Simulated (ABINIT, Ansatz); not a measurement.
# A GW run on MgTiF6 (R-3) in ABINIT, with inputs changed, part 2 of 2

A base run on MgTiF6 (R-3), then changed inputs.

ABINIT 10.8.3; PBEsol and many-body steps on it, plane waves. Known limits of the many-body steps: not at the basis limit; coarse k mesh.

So far. Step 2 (Screening, 2×2×2 mesh, 101 bands, screening to 114.3 eV): Local fields lower ε∞ by 14 %. On a Γ-centred mesh this coarse the value itself is usually too large, while a short band sum pulls it down. Step 3 (Base): The gap on the mesh goes from 4.88 eV to 9.62 eV, a correction of +4.74 eV.

**4. Broadening of the poles**

Level of this step: G0W0 on PBEsol, plane waves, norm-conserving pseudopotentials (ABINIT).

Contents of run.abi:

```
acell 3*1.0 Angstrom
rprim 
  2.608280093927 1.505891214373 4.444507563992
  -2.608280093927 1.505891214373 4.444507563992
  0.000000000000 -3.011782428679 4.444507564015
ntypat 3
znucl 12 22 9
natom 8
typat 1 2 3 3 3 3 3 3
xred 
  0.500000000000 0.500000000000 0.500000000000
  0.000000000000 -0.000000000000 -0.000000000000
  0.671617650000 0.842455580000 0.242244330000
  0.842455580000 0.242244330000 0.671617650000
  0.757755670000 0.328382350000 0.157544420000
  0.157544420000 0.757755670000 0.328382350000
  0.328382350000 0.157544420000 0.757755670000
  0.242244330000 0.671617650000 0.842455580000
pp_dirpath "pseudos"
pseudos "Mg.upf, Ti.upf, F.upf"
ecut 38
ngkpt 2 2 2
nshiftk 1
shiftk 0 0 0
kptopt 1
chksymbreak 0
istwfk *1
occopt 1
irdwfk 1
optdriver 4
nband 101
gwcalctyp 0
ecutsigx 38
symsigma 1
nkptgw 2
kptgw 
  0.0000000000 0.0000000000 0.0000000000
  0.5000000000 0.5000000000 0.0000000000
bdgw 
  31 35
  31 34
ecuteps 4.2
irdscr 1
ppmodel 1
zcut 1.0 eV
indata_prefix "in"
outdata_prefix "out"
tmpdata_prefix "tmp"
```

Started as:

```bash
$ OMP_NUM_THREADS=1 mpirun -n 4 abinit run.abi > log
```

What it wrote:

```text
.Version 10.8.3 of ABINIT. v10.8.2 released Aug 2026.

 Symmetries : space group R-3 (#148); Bravais hR (rhombohedral)
[... echo of the input left out ...]
== DATASET  1 ==================================================================
-   mpi_nproc: 4, omp_nthreads: 1 (-1 if OMP is not activated)

--- !DatasetInfo
iteration_state: {dtset: 1, }
dimensions: {natom: 8, nkpt: 4, mband: 101, nsppol: 1, nspinor: 1, nspden: 1, mpw: 7942, }
cutoff_energies: {ecut:  38.0, pawecutdg:  -1.0, }
electrons: {nelect:   6.40000000E+01, charge:   0.00000000E+00, occopt:   1.00000000E+00, tsmear:   1.00000000E-02, }

 SIGMA: Calculation of the GW corrections

 Based on a program developped by R.W. Godby, V. Olevano, G. Onida, and L. Reining.
 Incorporated in ABINIT by V. Olevano, G.-M. Rignanese, and M. Torrent.
.Using double precision arithmetic ; gwpc =  8

[... cell and pseudopotentials left out ...]
--------------------------------------------------------------------------------

 ==== K-mesh for the wavefunctions ====
 Number of points in the irreducible wedge :     4
[... list of points left out ...]
 Together with  6 symmetry operations and time-reversal symmetry
 yields     8 points in the full Brillouin Zone.

 ==== Q-mesh for screening function ====
 Number of points in the irreducible wedge :     4
[... list of points left out ...]
 Together with  6 symmetry operations and time-reversal symmetry
 yields     8 points in the full Brillouin Zone.

 vcoul_init : cutoff-mode = AUXILIARY_FUNCTION
 q-points for optical limit:   1
     1)      0.000010    0.000020    0.000030
 setmesh: FFT mesh size selected  =    60x   60x   60
          total number of points  =       216000

 Number of electrons calculated from density =   64.0000; Expected =   64.0000
[...]
number of omega for Sigma on real axis              0
 max omega for Sigma on real axis  [eV]           0.00
 zcut for avoiding poles [eV]                     1.00

 EPSILON^-1 parameters (SCR file):
 dimension of the eps^-1 matrix on file            295
 dimension of the eps^-1 matrix used               295
 number of plane-waves for wavefunctions          7895
 number of bands                                   101
 number of q-points in IBZ                           4
 number of frequencies                               2
 number of real frequencies                          1
 number of imag frequencies                          1

 matrix elements of self-energy operator (all in [eV])

 Perturbative Calculation

--- !SelfEnergy_ee
iteration_state: {dtset: 1, }
kpoint     : [   0.000,    0.000,    0.000, ]
spin       : 1
KS_gap     :    4.888
QP_gap     :    9.663
Delta_QP_KS:    4.776
data: !SigmaeeData |
     Band     E0 <VxcDFT>   SigX SigC(E0)      Z dSigC/dE  Sig(E)    E-E0       E
       31  -1.679 -22.824 -30.081   5.559   0.796  -0.257 -24.175  -1.351  -3.030
       32  -1.679 -22.824 -30.081   5.559   0.796  -0.257 -24.175  -1.351  -3.030
       33   3.208 -21.497 -13.050  -4.176   0.802  -0.247 -18.072   3.424   6.633
[...]
--- !SelfEnergy_ee
iteration_state: {dtset: 1, }
kpoint     : [   0.500,    0.500,    0.000, ]
spin       : 1
KS_gap     :    4.926
QP_gap     :    9.694
Delta_QP_KS:    4.768
data: !SigmaeeData |
     Band     E0 <VxcDFT>   SigX SigC(E0)      Z dSigC/dE  Sig(E)    E-E0       E
[...]
33   3.200 -21.436 -12.964  -4.214   0.802  -0.247 -18.021   3.415   6.614
       34   3.298 -21.784 -13.541  -4.009   0.801  -0.249 -18.394   3.390   6.689

== END DATASET(S) ==============================================================
================================================================================

 -outvars: echo values of variables after computation  --------
           etotal      0.0000000000E+00
            nband         101
             nkpt           4
          spgroup         148
 [... the other variables as echoed above ...]

 Calculation completed.
```

It took 25 s on 4 MPI ranks of Intel Xeon Platinum 8259CL at 2.50GHz (Skylake/Cascade Lake), shared host; peak memory 1.1 GiB; 100 s of CPU time.

Numbers from this step:

```
G0W0 gap on the points computed              : 9.623 eV
starting gap on the mesh                     : 4.879 eV
k of the valence top                         : 0, 0, 0
k of the conduction bottom                   : 0, 0, 0
Z at the valence top                         : 0.796
Z at the conduction bottom                   : 0.802
least direct G0W0 gap on the computed points : 9.623 eV
```

Against G0W0 in ABINIT (2×2×2 mesh, 101 bands, screening to 114.3 eV, Godby-Needs plasmon pole), the gap moves by +0.007 eV.

**5. Point off the mesh**

run.abi: that of step 4 with these lines changed.

```diff
@@ -34,9 +34,7 @@
 symsigma 1
-nkptgw 2
+nkptgw 1
 kptgw 
-  0.0000000000 0.0000000000 0.0000000000
-  0.5000000000 0.5000000000 0.0000000000
+  0.137 0.291 0
 bdgw 
-  31 35
-  31 34
+  32 33
 ecuteps 4.2
@@ -44,3 +42,2 @@
 ppmodel 1
-zcut 1.0 eV
 indata_prefix "in"
```

What it wrote:

```text
.Version 10.8.3 of ABINIT. v10.8.2 released Aug 2026.

 Symmetries : space group R-3 (#148); Bravais hR (rhombohedral)
================================================================================
 Values of the parameters that define the memory need of the present run
     intxc =       0    ionmov =       0      iscf =       7    lmnmax =       6
     lnmax =       6     mgfft =      60  mpssoang =       3    mqgrid =    3001
     natom =       8  nloc_mem =       1    nspden =       1   nspinor =       1
    nsppol =       1      nsym =       6    n1xccc =    2501    ntypat =       3
    occopt =       1   xclevel =       2
-    mband =         101        mffmem =           1         mkmem =           1
       mpw =        7942          nfft =      216000          nkpt =           4
================================================================================
  Rough estimation (10% accuracy) of disk space for files :
================================================================================

--------------------------------------------------------------------------------
------------- Echo of variables that govern the present computation ------------
--------------------------------------------------------------------------------
 -outvars: echo values of preprocessed input variables --------
            acell      1.8897261259E+00  1.8897261259E+00  1.8897261259E+00 Bohr

             bdgw          32      33
      chksymbreak           0
             ecut      3.80000000E+01 Hartree
          ecuteps      4.20000000E+00 Hartree
         ecutsigx      3.80000000E+01 Hartree
          ecutwfn      3.80000000E+01 Hartree
-          fftalg         312
           irdscr           1
           irdwfk           1

              ixc     -116133
[...]
--- l  ekb(1:nproj) -->
[...]
pspatm: atomic psp has been read  and splines computed

- Ti Generated using ONCVPSP code by D. R. Hamann
- 22.00000  12.00000  180301                  znucl, zion, pspdat
12 -116133 2 -1 1586                          pspcod,pspxc,lmax,lloc,mmax
     nproj     2     2     2
  pspatm : epsatm=   14.76920182
         --- l  ekb(1:nproj) -->
[...]
pspatm: atomic psp has been read  and splines computed

- F Generated using ONCVPSP code by D. R. Hamann
-  9.00000   7.00000  180301                  znucl, zion, pspdat
12 -116133 2 -1 832                           pspcod,pspxc,lmax,lloc,mmax
     nproj     2     2     1
  pspatm : epsatm=    4.89824381
         --- l  ekb(1:nproj) -->
             0    6.506434    1.065875
             1   -3.978753   -1.295852
             2   -2.394754
 pspatm: atomic psp has been read  and splines computed

   3.41381969E+03                                ecore*ucvol(ha*bohr**3)
--------------------------------------------------------------------------------

 ==== K-mesh for the wavefunctions ====
 Number of points in the irreducible wedge :     4
 Reduced coordinates and weights :

     1)     0.00000000E+00  0.00000000E+00  0.00000000E+00       0.12500
     2)     5.00000000E-01  0.00000000E+00  0.00000000E+00       0.37500
     3)     5.00000000E-01  5.00000000E-01  0.00000000E+00       0.37500
     4)     5.00000000E-01  5.00000000E-01  5.00000000E-01       0.12500

 Together with  6 symmetry operations and time-reversal symmetry
 yields     8 points in the full Brillouin Zone.

--- !ERROR
message: |
    k-point [ 1.3700E-01,  2.9100E-01,  0.0000E+00]  not in the list of k points treated in the preparatory SCF run.
     Change kptgw, or shiftk of previous run.

--- !ERROR
message: |
    k-point [ 1.3700E-01,  2.9100E-01,  0.0000E+00]  not in the list of k points treated in the preparatory SCF run.
     Change kptgw, or shiftk of previous run.

--- from the log ---
k-point [ 1.3700E-01,  2.9100E-01,  0.0000E+00]  not in the list of k points treated in the preparatory SCF run.
     Change kptgw, or shiftk of previous run.
```

The job ended after 4.6 s (4 MPI ranks; peak memory 0.21 GiB).

The run stopped with an error after 4.6 s.

The program's words: k-point [ 1.3700E-01,  2.9100E-01,  0.0000E+00]  not in the list of k points treated in the preparatory SCF run. Change kptgw, or shiftk of previous run.

The fault put into this input: point off the mesh.

**6. The runs together**

Times are wall times on 4 MPI ranks of Intel Xeon Platinum 8259CL at 2.50GHz (Skylake/Cascade Lake), shared host, good to a factor of about two. A run's time includes the screening step that it read.

| run | mesh | bands | screening cutoff (eV) | DFT gap (eV) | gap on the mesh (eV) | direct (eV) | ε∞ used | time |
| --- | --- | --- | --- | --- | --- | --- | --- | --- |
| base | 2×2×2 | 101 | 114.3 | 4.879 | 9.616 | 9.616 | 2.28 | 88 s |
| broadening of the poles | 2×2×2 | 101 | 114.3 | 4.879 | 9.623 | 9.623 | 2.28 | 93 s |

**7. What came out**

```yaml
base: 9.616 eV
broadening_of_the_poles: 9.623 eV
known_limits: not at the basis limit; coarse k mesh
```

In words: Broadening of the poles: +0.007 eV against base (keys changed: zcut). Bands and cutoff are finite, so the gap is not at the basis limit. The miss can reach some tenths of an eV and take either sign; the mesh is an error of its own. In the first G0W0 run levels were corrected at 2 k points alone, so a gap called «on the mesh» is the least over those, and an edge elsewhere would be missed. The 2×2×2 mesh is coarse for this cell, which bears on the long-range parts of exchange and screening.

[Paths, hosts, dates, memory and timing lines, banners, echoed tables and standing remarks are left out of the program output.]

[Logs are printed without paths, hosts, clocks, repeated set-up lines and the standing remarks that a program may print on its own settings, such as how far it seeks lower states.]

[Runs of the session that timed out or met a known fault of the program may be left out.]

[No measured gap is set beside runs whose start may be inverted or whose files or cutoffs have a known fault.]

[Hosts, paths, dates, database ids (printed as entryN), source tags and the programs' standing remarks are cut or masked in the printed files.]

[G0W0 gaps are taken among the corrected bands and points alone; a level outside them can change the order at an edge.]

[Where Ansatz stands beside ABINIT at settings called matched, ABINIT's density can come from a denser mesh and the files from another edition; pairs whose starting gaps differed by over 0.03 eV were left out, so agreement reads better than it is.]
